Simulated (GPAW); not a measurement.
# Co3HgP (model structure): optical spectrum from first principles, part 2 of 2

Aim: the dielectric function of Co3HgP (model structure), and the optical constants that follow from it. The structure is a model built here, which may or may not match a known phase. It was built so: All Cd replaced by Hg and N replaced by P in the Pm-3m structure of CdCo3N. The cell given below was relaxed beforehand with Ansatz.

GPAW 26.7.0; DFT, revPBE, plane-wave PAW (GPAW data sets), scalar-relativistic, RPA, optical limit.

So far. Step 2 (Ground state): There are states at the Fermi level within the smearing, so the occupations stay smeared and the carriers get a Drude term.

**4. Dielectric function, RPA**

Transitions between filled and empty bands, summed over the zone, give the optical response, so mesh, band count and broadening shape it.

The induced potential is part of this response.

This step: DFT, revPBE, plane-wave PAW (GPAW data sets), scalar-relativistic, RPA, optical limit (GPAW 26.7.0).

df.py

```python
from gpaw.response.df import DielectricFunction

df = DielectricFunction('full.gpw', frequencies={'type': 'nonlinear', 'domega0': 0.03, 'omega2': 8},
                        ecut=50,
                        eta=0.05,
                        nbands=54,
                        rate=0.2,
                        txt='df.txt')
for direction in ['x']:
    df.get_dielectric_function(xc='RPA', direction=direction, filename=f'df_{direction}.csv')
```

Launch:

```bash
OMP_NUM_THREADS=1 python df.py
```

The program printed:

```text
Using integrator: PointIntegrator
NonLinearFrequencyDescriptor(from 0.000 to 89.005 eV, 530 points)
Nonperiodic BCs:  [False False False]
Using integrator: PointIntegrator
NonLinearFrequencyDescriptor(from 0.000 to 89.005 eV, 530 points)
Nonperiodic BCs:  [False False False]
Using integrator: PointIntegrator

Calculating chi0 body with:
    Ground state adapter containing:
    Number of spins: 2
    Number of kpoints: 512
    Number of irreducible kpoints: 35
    Number of completely occupied states: 18
    Number of partially occupied states: 28

    Linear response parametrization:
    q_c: [0.0, 0.0, 0.0]
    Number of frequency points: 530
    Planewave cutoff: 50.0
    Number of bands: 54
    Number of planewaves: 57
    Broadening (eta): 0.05

Integrating chi0 body.

Symmetries of q_c:
    Direct symmetries (Uq -> q): 48
    Indirect symmetries (TUq -> q): 0
In total 48 allowed symmetries.

35 groups of equivalent kpoints. 93.1640625% reduction.

Integral kind: spectral function

Calculating chi0 optical extensions with:
    Ground state adapter containing:
    Number of spins: 2
    Number of kpoints: 512
    Number of irreducible kpoints: 35
    Number of completely occupied states: 18
    Number of partially occupied states: 28

    Linear response parametrization:
    Number of frequency points: 530
    Planewave cutoff: 50.0
    Number of bands: 54
    Number of planewaves: 57
    Broadening (eta): 0.05
Integrating chi0 head and wings.

Symmetries of q_c:
    Direct symmetries (Uq -> q): 48
    Indirect symmetries (TUq -> q): 0
In total 48 allowed symmetries.

35 groups of equivalent kpoints. 93.1640625% reduction.

Integral kind: spectral function wings

Calculating drude chi0 with:
    Number of frequency points:530
    Plasma frequency decay rate: 0.2 eV

    Ground state adapter containing:
    Number of spins: 2
    Number of kpoints: 512
    Number of irreducible kpoints: 35
    Number of completely occupied states: 18
    Number of partially occupied states: 28

Symmetries of q_c:
    Direct symmetries (Uq -> q): 48
    Indirect symmetries (TUq -> q): 0
In total 48 allowed symmetries.

35 groups of equivalent kpoints. 93.1640625% reduction.

Integral kind: intraband
Plasma frequency:
[[2.94-0.j 0.  -0.j 0.  +0.j]
 [0.  -0.j 2.94-0.j 0.  +0.j]
 [0.  +0.j 0.  +0.j 2.94-0.j]]
```

Elapsed: 20 s, on 1 thread of Arm Neoverse V2, shared host; peak memory 0.37 GiB.

Sum at mesh points, not converged in k. The Im ε, E ∥ x by photon energy; read off at these points:

```tsv
photon energy (eV)	Im ε, E ∥ x
0.7	50.8
1.0	23.3
2.0	12.3
3.0	12.7
3.4	15.1
4.0	10.3
5.0	5.85
6.0	5.16
7.0	5.95
8.0	3.70
9.0	2.73
10.0	1.69
11.0	1.49
12.0	1.49
13.0	1.09
14.0	0.875
15.0	1.00
16.0	0.997
17.0	0.899
18.0	0.757
19.0	0.585
20.0	0.495
21.0	0.549
22.0	0.541
23.0	0.500
```

Values under 1 per cm are given as 1; sum at mesh points, not converged in k. The absorption coefficient, E ∥ x by photon energy:

```tsv
photon energy (eV)	absorption coefficient, E ∥ x (1/cm)
1.01	3.6e5
1.99	4.3e5
3.02	6.4e5
3.98	1.1e6
4.98	8.7e5
6.02	1.1e6
6.99	1.4e6
8.03	1.4e6
9.02	1.4e6
10.03	1.3e6
11.03	1.1e6
12.02	1.4e6
13.00	1.2e6
14.04	1.1e6
14.96	1.1e6
16.03	1.2e6
16.96	1.1e6
18.05	1.2e6
18.97	1.0e6
20.06	8.2e5
20.95	8.6e5
22.02	9.4e5
23.01	9.2e5
```

The reflectivity at normal incidence, E ∥ x has structure finer than the step of the table below, so its rows give means over 1 eV, whole bins alone (the curve runs from 0.619 to 23.9 eV). Peaks (eV: height): 0.8: 69.7, 3.9: 49.5, 5.8: 44.9, 6.2: 42.2, 7.1: 43.4, 8.7: 45.4, 9.5: 51.2.

Sum at mesh points, not converged in k. The reflectivity at normal incidence, E ∥ x by photon energy; means over each step:

```tsv
photon energy (eV)	reflectivity at normal incidence, E ∥ x (%)
2	42.3
3	42.6
4	46.8
5	38.0
6	40.1
7	37.2
8	38.8
9	42.7
10	41.9
11	28.0
12	33.5
13	28.6
14	25.8
15	17.1
16	16.7
17	18.3
18	19.8
19	17.6
20	12.5
21	10.5
22	10.9
23	10.8
```

The loss function −Im 1/ε at q → 0, E ∥ x has structure finer than the step of the table below, so its rows give means over 1 eV, whole bins alone (the curve runs from 0.619 to 23.9 eV). Peaks (eV: height): 14.7: 1.24, 19.3: 1.93, 19.9: 1.88, 20.6: 1.76, 22.6: 1.81.

Sum at mesh points, not converged in k. The loss function −Im 1/ε at q → 0, E ∥ x by energy loss; means over each step:

```tsv
energy loss (eV)	loss function −Im 1/ε at q → 0, E ∥ x
2	0.0704
3	0.0671
4	0.0932
5	0.144
6	0.161
7	0.188
8	0.215
9	0.239
10	0.366
11	0.540
12	0.504
13	0.725
14	0.981
15	1.07
16	1.02
17	1.07
18	1.34
19	1.73
20	1.68
21	1.56
22	1.60
23	1.69
```

Sum at mesh points, not converged in k. Table of Im ε, E ∥ x by photon energy; read off at these points:

```tsv
photon energy (eV)	without local fields	with local fields
0.75	54.0	53.7
1.00	23.5	23.3
1.50	16.1	15.9
2.00	12.4	12.3
2.50	11.9	11.6
3.00	12.9	12.7
3.50	13.6	14.3
4.00	9.55	10.3
4.50	7.41	7.82
5.00	5.84	5.85
5.50	7.65	7.74
6.00	4.93	5.16
6.50	4.55	4.64
7.00	5.68	5.95
7.50	4.75	4.54
8.00	4.01	3.70
8.50	4.59	4.17
9.00	2.98	2.73
9.50	2.31	2.27
10.00	1.89	1.69
10.50	1.57	1.51
11.00	1.72	1.49
11.50	2.11	1.95
12.00	1.54	1.49
12.50	1.30	1.19
13.00	1.20	1.09
13.50	1.18	1.08
14.00	0.958	0.875
14.50	0.990	0.862
15.00	1.16	1.00
15.50	1.08	0.972
16.00	1.19	0.997
16.50	1.12	0.966
17.00	1.05	0.899
17.50	0.903	0.857
18.00	0.779	0.757
18.50	0.644	0.643
19.00	0.551	0.585
19.50	0.501	0.501
20.00	0.449	0.495
20.50	0.452	0.511
21.00	0.525	0.549
21.50	0.472	0.524
22.00	0.507	0.541
22.50	0.468	0.491
23.00	0.474	0.500
23.50	0.408	0.467
```

Optical constants at common wavelengths, from n + ik = √ε:

```tsv
wavelength (nm)	n	k	R (%)	1/α
1550	4.24	5.329	69.7	23 nm
1064	3.20	3.125	53.3	27 nm
532	2.85	2.175	41.7	19 nm
450	3.12	1.867	39.0	19 nm
405	3.12	2.058	41.1	16 nm
365	2.96	2.539	46.5	11 nm
193	1.35	1.715	36.1	9.0 nm
```

In reflection the computed colour is light grey: x = 0.316, y = 0.332, luminous reflectivity 41 %.

**5. What came out**

What this shows: At this level (revPBE, RPA) Co3HgP is a metal. The mesh is too coarse to trust the carriers' weight, the reflectivity or the colour to better than tens of per cent. In reflection the computed colour is light grey: x = 0.316, y = 0.332, luminous reflectivity 41 %. The carriers' damping of 0.2 eV is typed, not computed; it shapes the response at the lowest energies. Spin-orbit coupling is left out although heavy atoms are present. The magnetic state comes from one start and need not be the lowest. The curves end at 24 eV, about where the summed bands run out. In this version of GPAW the matrix elements of the optical limit are incomplete, which can lower ε − 1 by up to a tenth where first-row anions or d states rule, and shift it by more in d metals. GPAW's carrier term has the form −ωp²/(ω + i·rate)², which damps like twice the rate and fails at low energy, so the curves leave the lowest energies out. The sum runs over mesh points 0.19 Å⁻¹ apart with no interpolation, so peaks are partly noise of the mesh, and the Drude plasma energy, a sum over the Fermi surface, isn't converged.

[Machine, clock and banner lines and Python warnings are left out of the logs.]

[Logs are printed without paths, hosts, clocks, repeated set-up lines and the standing remarks that a program may print on its own settings, such as how far it seeks lower states.]

[Hosts, paths, dates, database ids (printed as entryN), source tags and the programs' standing remarks are cut or masked in the printed files.]
